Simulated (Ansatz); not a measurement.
# Al2O3 (Corundum): converging the G0W0 gap, part 2 of 2

Wanted: a G0W0 gap for Al2O3 (Corundum) that is converged in bands and cutoff, or an estimate of the limit.

Ansatz 0.2.0; G0W0 on PBE, plane waves, PAW. Known limits of the many-body steps: not at the basis limit.

So far. Step 4 (856 empty bands, screening to 270 eV): Against the run with 4×4×4 mesh, 505 empty bands, screening to 190 eV, hard PAW files, the gap moves by +0.09 eV.

### 5. 1430 empty bands, screening to 380 eV

Contents of input.yaml:

```yaml
crystal:
  lattice:
    - [2.38025, 1.3742379782, 4.3318666667]
    - [-2.38025, 1.3742379782, 4.3318666667]
    - [0.0, -2.7484759565, 4.3318666667]
  atoms:
    - { symbol: Al, position: [0.35216, 0.35216, 0.35216] }
    - { symbol: Al, position: [0.14784, 0.14784, 0.14784] }
    - { symbol: Al, position: [0.64784, 0.64784, 0.64784] }
    - { symbol: Al, position: [0.85216, 0.85216, 0.85216] }
    - { symbol: O, position: [0.55668, 0.94332, 0.25] }
    - { symbol: O, position: [0.25, 0.55668, 0.94332] }
    - { symbol: O, position: [0.94332, 0.25, 0.55668] }
    - { symbol: O, position: [0.44332, 0.05668, 0.75] }
    - { symbol: O, position: [0.75, 0.44332, 0.05668] }
    - { symbol: O, position: [0.05668, 0.75, 0.44332] }
kpoints:
  mp_grid: { grid: [4, 4, 4] }
hamiltonian:
  xc: pbe
  pseudopotentials: { kind: paw, source: ansatz }
scf:
  occupations: { method: fixed }
gw:
  n_empty_bands: 1430
  ecut_chi: 380
  qp_bands: [v3, c3]
  qp_kpoints: band_edges
  screening: { model: contour_deformation }
```

Launch:

```sh
$ ansatz run input.yaml --threads 4 --pin off --max-ram 138240MiB --backend cuda --events-out ev --progress --plain --runs-dir out --devices 1 --max-vram 26GiB
```

Numbers of over 12 decimals in the logs are rounded to 6 here.

Output:

```text
GPUs: using 1 of 1 available (devices: 1).
[...]
GPU FFT provider: cuFFT
GPU libraries: cuBLAS 13.8.2, cuFFT 12.4.0, cuSOLVER 12.3.4
Crystal: 10 atoms, lattice volume = 85.018 Å³
Basis set: ecut = 930 eV, 5487 PW (Γ)
Bands: 50, of which v1, the nominal top of the filled ones, is band 40 counted from 1 (39 counted from 0)
Symmetry: 12 space group operations
[...]
k-points: 13 of 64
[...]
1    39      9.1833   -26.8219     3.7671   -21.1306  0.8034     7.2330     7.2591  root
[...]
12    40      8.9555   -26.7568     3.8110   -20.9974  0.8029     6.9800     7.0073  root
    12    41     18.0185   -10.5057    -4.6097   -16.2076  0.8432    19.1166    19.1107  root
    12    42     18.0185   -10.5057    -4.6097   -16.2076  0.8432    19.1166    19.1107  root
    12    43     20.4408    -7.0507    -4.8505   -12.9885  0.8568    21.5344    21.5280  root
[key lines of the parts left out:]
SCF converged after 8 iterations
Free energy (F): -13143.878472 eV
Fermi energy:    9.338907 eV
```

Wall time 1.9 min (1 × NVIDIA H100 80GB HBM3 (shared by 3 runs) with 4 threads of AMD EPYC 7R13 (Zen 3), shared host); peak memory 7.2 GiB; 3.9 min of CPU time.

Numbers from this step:

```
bands summed                                 : 1470
RPA ε∞ on this mesh (eigenvalues)            : 3.084, 3.116, 3.116
plane waves in the screening matrix          : 1417
G0W0 gap on the mesh                         : 9.079 eV
k of the valence top                         : 0, 0, 0
k of the conduction bottom                   : 0, 0, 0
starting gap on the mesh                     : 6.225 eV
least direct G0W0 gap on the computed points : 9.079 eV
```

Against the run with 4×4×4 mesh, 856 empty bands, screening to 270 eV, hard PAW files, the gap moves by +0.05 eV.

### 6. Changing the k mesh: 6×6×6 mesh, 222 empty bands, screening to 110 eV, hard PAW files

Only the mesh changes. It samples the long-range screening, which converges on its own terms. Bands and cutoff differ from the step before, so it is read against an earlier run that matches them.

input.yaml, as its differences from that of step 5:

```diff
@@ -17,3 +17,3 @@
 kpoints:
-  mp_grid: { grid: [4, 4, 4] }
+  mp_grid: { grid: [6, 6, 6] }
 hamiltonian:
@@ -24,4 +24,4 @@
 gw:
-  n_empty_bands: 1430
-  ecut_chi: 380
+  n_empty_bands: 222
+  ecut_chi: 110.0
   qp_bands: [v3, c3]
```

Output:

```text
GPUs: using 1 of 1 available (devices: 1).
[...]
GPU FFT provider: cuFFT
GPU libraries: cuBLAS 13.8.2, cuFFT 12.4.0, cuSOLVER 12.3.4
Crystal: 10 atoms, lattice volume = 85.018 Å³
Basis set: ecut = 930 eV, 5487 PW (Γ)
Bands: 50, of which v1, the nominal top of the filled ones, is band 40 counted from 1 (39 counted from 0)
Symmetry: 12 space group operations
[...]
k-points: 32 of 216
[...]
1    39      9.2531   -26.9155     4.4100   -21.2850  0.8105     8.0227     8.0325  root
[...]
31    40      8.9555   -26.7457     4.4710   -20.9974  0.8094     7.6671     7.6782  root
    31    41     18.0184   -10.5179    -4.2345   -16.2077  0.8468    19.4847    19.4737  root
    31    42     18.0184   -10.5179    -4.2345   -16.2077  0.8468    19.4847    19.4737  root
    31    43     20.4407    -7.0567    -4.6041   -12.9885  0.8575    21.7782    21.7684  root
[key lines of the parts left out:]
SCF converged after 8 iterations
Free energy (F): -13143.878626 eV
Fermi energy:    9.338860 eV
```

Elapsed: 91 s, on 1 × NVIDIA H100 80GB HBM3 (shared by 3 runs) with 4 threads; peak memory 2.3 GiB.

Numbers from this step:

- bands summed: 262
- RPA ε∞ on this mesh (eigenvalues): 3.109, 3.151, 3.151
- plane waves in the screening matrix: 211
- G0W0 gap on the mesh: 8.701 eV
- k of the valence top: 0, 0, 0
- k of the conduction bottom: 0, 0, 0
- starting gap on the mesh: 6.225 eV
- least direct G0W0 gap on the computed points: 8.701 eV

Against the run with 4×4×4 mesh, 222 empty bands, screening to 110 eV, hard PAW files, the gap moves by −0.007 eV.

### 7. Side by side

Times are wall times on 1 × NVIDIA H100 80GB HBM3 (shared by 3 runs) with 4 threads of AMD EPYC 7R13 (Zen 3), shared host, good to a factor of about two.

```csv
mesh,files,frequency,bands summed,cutoff (eV),start (eV),G0W0 (eV),time,host memory (GiB)
4×4×4,hard PAW,contour deformation,262,110,6.225,8.709,18 s,1.6
4×4×4,hard PAW,contour deformation,545,190,6.225,8.936,39 s,2.4
4×4×4,hard PAW,contour deformation,896,270,6.225,9.028,69 s,3.9
4×4×4,hard PAW,contour deformation,1470,380,6.225,9.079,1.9 min,7.2
6×6×6,hard PAW,contour deformation,262,110,6.225,8.701,91 s,2.3
```

How the two edges are built up, in eV (the quasiparticle level is the starting level plus Σx plus Σc less Vxc):

```csv
run,edge,start,Σx,Σc,Vxc,Z,QP
262 bands,valence top,9.34,-26.93,4.34,-21.39,0.81,8.14
262 bands,conduction bottom,15.56,-11.34,-3.96,-16.60,0.85,16.85
545 bands,valence top,9.34,-26.93,4.00,-21.39,0.81,7.80
545 bands,conduction bottom,15.56,-11.34,-4.08,-16.60,0.85,16.74
896 bands,valence top,9.34,-26.93,3.79,-21.39,0.81,7.60
896 bands,conduction bottom,15.56,-11.34,-4.19,-16.60,0.85,16.63
1470 bands,valence top,9.34,-26.93,3.65,-21.39,0.80,7.45
1470 bands,conduction bottom,15.56,-11.34,-4.28,-16.60,0.85,16.53
```

### 8. What came out

```
262 bands, 110 eV                   : 8.709 eV
545 bands, 190 eV                   : 8.936 eV
896 bands, 270 eV                   : 9.028 eV
1470 bands, 380 eV                  : 9.079 eV
estimated limit in bands and cutoff : 9.16 eV
mesh and start                      : 4×4×4, PBE
```

A line in one over the bands through the two highest rungs gives 9.16 eV, +0.08 eV from the top rung; the pair below gives 9.17 eV, in fair agreement. The rungs stand 0.45 eV (262 bands), 0.22 eV (545 bands), 0.13 eV (896 bands) and 0.08 eV (1470 bands) from it. From 262 to 1470 bands the gap moves by +0.37 eV while the time grows 6.3-fold. Σc changes by −0.69 eV at the valence top and −0.32 eV at the conduction bottom, so the valence edge carries most of the change. On the 6×6×6 mesh in place of 4×4×4 the gap differs by −0.01 eV, of which +0.00 eV is already in the start. The cheapest rung within 0.1 eV of this estimate is that with 1470 bands (1.9 min). Gaps are over the mesh's points; an edge off the mesh would be missed.

[Paths, hosts, dates, memory and timing lines, banners, echoed tables and standing remarks are left out of the program output.]

[Logs are printed without paths, hosts, clocks, repeated set-up lines and the standing remarks that a program may print on its own settings, such as how far it seeks lower states.]

[Runs of the session that timed out or met a known fault of the program may be left out.]

[Cells called generated may have been cut or substituted from an entry of the Crystallography Open Database or the Materials Project.]

[Hosts, paths, dates, database ids (printed as entryN), source tags and the programs' standing remarks are cut or masked in the printed files.]
